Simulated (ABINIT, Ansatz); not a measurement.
**RbNbS3 (Pm-3m): zone-centre phonons**

Which modes does RbNbS3 (Pm-3m) have at the zone centre?

Program: ABINIT 10.8.3. Level of theory: DFT PBE, scalar-relativistic, plane waves, PseudoDojo norm-conserving pseudopotentials. Results are calculated unless marked as measured.

The structure was built from a prototype and need not be the compound's stable phase.

**1. The structure**

Symmetry: Pm-3m, No. 221, cubic system. The conventional cell has a = 4.900 Å, b = 4.900 Å, c = 4.900 Å, α = 90.00°, β = 90.00°, γ = 90.00°. Nearest to Rb lie 12 S at 3.46 Å. Nb has 6 S at 2.45 Å nearest. Nearest to S lie 2 Nb at 2.45 Å and 4 Rb at 3.46 Å. Farther neighbours and most contacts between anions are not listed.

**2. Relaxation**

The harmonic expansion needs vanishing forces, and a free crystal bears no stress, so cell and atoms are brought to rest. Stress is more sensitive to the basis than forces are: the last 3 Ha under the cutoff are smoothed with ecutsm, and the cutoff is raised above that of the later runs.

The starting cell comes from a relaxation made beforehand in Ansatz (PBE, PseudoDojo NC).

Contents of relax.abi:

```
# relaxation
ionmov 2
optcell 2
dilatmx 1.08
ntime 40
tolmxf 1.0d-05
tolvrs 1.0d-14
prtwf 0
prtden 0
chksymtnons 0

# basis, mesh and filling
ecut 46.0
ecutsm 3.0
ngkpt 6 6 6
nshiftk 1
shiftk 0.0 0.0 0.0
istwfk *1
occopt 7
tsmear 0.01
nband 29
nstep 100
diemac 1000000.0
prtebands 0
prtgsr 0
useylm 1

# cell and atoms
acell 9.259198973 9.259198973 9.259198973
rprim 
    1.0 0.0 0.0
    0.0 1.0 0.0
    0.0 0.0 1.0
ntypat 3
znucl 37 41 16
natom 5
typat 1 2 3 3 3
xred 
    0.0 0.0 0.0
    0.5 0.5 0.5
    0.5 0.5 0.0
    0.5 0.0 0.5
    0.0 0.5 0.5
pp_dirpath "./pseudo"
pseudos "Rb.upf, Nb.upf, S.upf"
```

Launch:

```console
$ OMP_NUM_THREADS=1 mpirun -n 4 abinit relax.abi > relax.log
```

Numbers of over 12 decimals in the logs are rounded to 6 here.

relax.abo, the main output file:

```text
[banners, grids, parts of the stress and lines that vanish by symmetry left out]
- input  file    -> relax.abi
- output file    -> relax.abo
- root for input  files -> relaxi
[...]
Symmetries : space group Pm -3 m (#221); Bravais cP (primitive cubic)
[...]
mpw =       15000          nfft =      262144          nkpt =          20
[...]
== DATASET  1 ==================================================================
[...]
cutoff_energies: {ecut:  46.0, pawecutdg:  -1.0, }
[...]
ETOT  1  -121.98843052506    -1.220E+02 6.851E-02 4.565E+03
 ETOT  2  -119.26246022031     2.726E+00 9.730E-02 3.260E+04
 ETOT  3  -122.42518609778    -3.163E+00 1.704E-02 6.284E+02
 ETOT  4  -122.46143071474    -3.624E-02 1.136E-02 1.971E+02
 ETOT  5  -122.47767329289    -1.624E-02 5.540E-03 5.030E+00
[...]
At SCF step   15       vres2   =  3.87E-16 < tolvrs=  1.00E-14 =>converged.
[...]
sigma(1 1)= -1.86534150E-06  sigma(3 2)=  0.00000000E+00
  sigma(2 2)= -1.86534150E-06  sigma(3 1)=  0.00000000E+00
  sigma(3 3)= -1.86534150E-06  sigma(2 1)=  0.00000000E+00
[...]
convergence: {deltae:  6.949E-12, res2:  3.874E-16, residm:  3.273E-04, diffor: null, }
etotal    :  -1.22478107E+02
[...]
ETOT  1  -122.47810123082    -1.225E+02 1.002E-04 7.465E-02
[...]
At SCF step   11       vres2   =  4.27E-16 < tolvrs=  1.00E-14 =>converged.
[...]
sigma(1 1)= -1.43470994E-06  sigma(3 2)=  0.00000000E+00
  sigma(2 2)= -1.43470994E-06  sigma(3 1)=  0.00000000E+00
  sigma(3 3)= -1.43470994E-06  sigma(2 1)=  0.00000000E+00
[...]
convergence: {deltae:  3.865E-12, res2:  4.273E-16, residm:  3.510E-06, diffor: null, }
etotal    :  -1.22478107E+02
[...]
ETOT  1  -122.47804412195    -1.225E+02 3.665E-06 8.245E-01
[...]
ETOT 10  -122.47810727323     7.148E-12 1.376E-06 2.628E-13
 ETOT 11  -122.47810727323     6.011E-12 6.536E-07 4.881E-15
 At SCF step   11       vres2   =  4.88E-15 < tolvrs=  1.00E-14 =>converged.
[...]
sigma(1 1)= -1.45735243E-09  sigma(3 2)=  0.00000000E+00
  sigma(2 2)= -1.45735244E-09  sigma(3 1)=  0.00000000E+00
  sigma(3 3)= -1.45735243E-09  sigma(2 1)=  0.00000000E+00
[...]
convergence: {deltae:  6.011E-12, res2:  4.881E-15, residm:  6.536E-07, diffor: null, }
etotal    :  -1.22478107E+02
[...]
At Broyd/MD step   3, gradients are converged :
[...]
sigma(1 1)= -1.45735243E-09  sigma(3 2)=  0.00000000E+00
  sigma(2 2)= -1.45735244E-09  sigma(3 1)=  0.00000000E+00
  sigma(3 3)= -1.45735243E-09  sigma(2 1)=  0.00000000E+00
[...]
- sigma(1 1)= -4.28767889E-05  sigma(3 2)=  0.00000000E+00
- sigma(2 2)= -4.28767890E-05  sigma(3 1)=  0.00000000E+00
- sigma(3 3)= -4.28767887E-05  sigma(2 1)=  0.00000000E+00
[...]
fcart     -0.0000000000E+00 -0.0000000000E+00 -0.0000000000E+00
           strten     -1.4573524340E-09 -1.4573524366E-09 -1.4573524271E-09
================================================================================

[key lines of the parts left out:]
pressure_GPa:   4.2877E-05
Total energy (etotal) [Ha]= -1.22478107273226E+02
```

It took 6.9 min on 4 MPI ranks of Intel Xeon at 2.70GHz, shared host; 28 min of CPU time.

Little changed from the start: no atom moved by 0.005 Å and no cell edge by 0.1 %.

This step gave:

```
volume per atom   : 23.54 Å³
pressure          : 4.29e-5 GPa
gap on the k-mesh : 0 eV
```

**3. Ground state**

First-order wavefunctions inherit every error of the ground state, hence the very tight tolvrs. Occupations are smeared.

Contents of gs.abi:

```
# ground state
tolvrs 1.0d-16
prtden 1
prtwf 1

# basis, mesh and filling
ecut 37.0
ngkpt 6 6 6
nshiftk 1
shiftk 0.0 0.0 0.0
istwfk *1
occopt 7
tsmear 0.01
nband 29
nstep 100
diemac 1000000.0
prtebands 0
prtgsr 0
useylm 1

# cell and atoms
acell 9.261444656 9.261444656 9.261444656
rprim 
    1.0 0.0 0.0
    0.0 1.0 0.0
    0.0 0.0 1.0
ntypat 3
znucl 37 41 16
natom 5
typat 1 2 3 3 3
xred 
    0.0 0.0 0.0
    0.5 0.5 0.5
    0.5 0.5 0.0
    0.5 0.0 0.5
    0.0 0.5 0.5
pp_dirpath "./pseudo"
pseudos "Rb.upf, Nb.upf, S.upf"
```

Launch:

```console
$ OMP_NUM_THREADS=1 mpirun -n 4 abinit gs.abi > gs.log
```

gs.abo, the main output file:

```text
[banners, grids, parts of the stress and lines that vanish by symmetry left out]
- input  file    -> gs.abi
- output file    -> gs.abo
- root for input  files -> gsi
[...]
Symmetries : space group Pm -3 m (#221); Bravais cP (primitive cubic)
[...]
mpw =        8578          nfft =      157464          nkpt =          20
[...]
== DATASET  1 ==================================================================
[...]
cutoff_energies: {ecut:  37.0, pawecutdg:  -1.0, }
[...]
ETOT  1  -121.99552990710    -1.220E+02 5.951E-02 2.727E+03
 ETOT  2  -119.28879548441     2.707E+00 1.433E-01 1.941E+04
 ETOT  3  -122.42422614663    -3.135E+00 2.172E-02 3.819E+02
 ETOT  4  -122.46165814912    -3.743E-02 1.901E-02 1.153E+02
 ETOT  5  -122.47746357964    -1.581E-02 5.786E-03 3.184E+00
[...]
ETOT 15  -122.47792179233    -1.153E-11 1.292E-03 2.700E-16
 ETOT 16  -122.47792179233     1.549E-12 7.291E-04 5.428E-18
 At SCF step   16       vres2   =  5.43E-18 < tolvrs=  1.00E-16 =>converged.
[...]
sigma(1 1)=  3.10227054E-06  sigma(3 2)=  0.00000000E+00
  sigma(2 2)=  3.10227054E-06  sigma(3 1)=  0.00000000E+00
  sigma(3 3)=  3.10227054E-06  sigma(2 1)=  0.00000000E+00
[...]
convergence: {deltae:  1.549E-12, res2:  5.428E-18, residm:  7.291E-04, diffor: null, }
etotal    :  -1.22477922E+02
[...]
sigma(1 1)=  3.10227054E-06  sigma(3 2)=  0.00000000E+00
  sigma(2 2)=  3.10227054E-06  sigma(3 1)=  0.00000000E+00
  sigma(3 3)=  3.10227054E-06  sigma(2 1)=  0.00000000E+00
[...]
- sigma(1 1)=  9.12719503E-02  sigma(3 2)=  0.00000000E+00
- sigma(2 2)=  9.12719503E-02  sigma(3 1)=  0.00000000E+00
- sigma(3 3)=  9.12719503E-02  sigma(2 1)=  0.00000000E+00
[...]
fcart     -0.0000000000E+00 -0.0000000000E+00 -0.0000000000E+00
           strten      3.1022705354E-06  3.1022705354E-06  3.1022705354E-06
================================================================================

[key lines of the parts left out:]
pressure_GPa:  -9.1272E-02
```

It took 1.9 min on 4 MPI ranks.

This step gave:

```yaml
pressure: -0.09127 GPa
```

The cell stands at -0.091 GPa, close enough for phonons.

(Part 1 of 5 ends here.)

[Host names and launcher messages were left out of these logs when they were recorded.]

[Logs are printed without paths, hosts, clocks, repeated set-up lines and the standing remarks that a program may print on its own settings, such as how far it seeks lower states.]

[Hosts, paths, dates, database ids (printed as entryN), source tags and the programs' standing remarks are cut or masked in the printed files.]
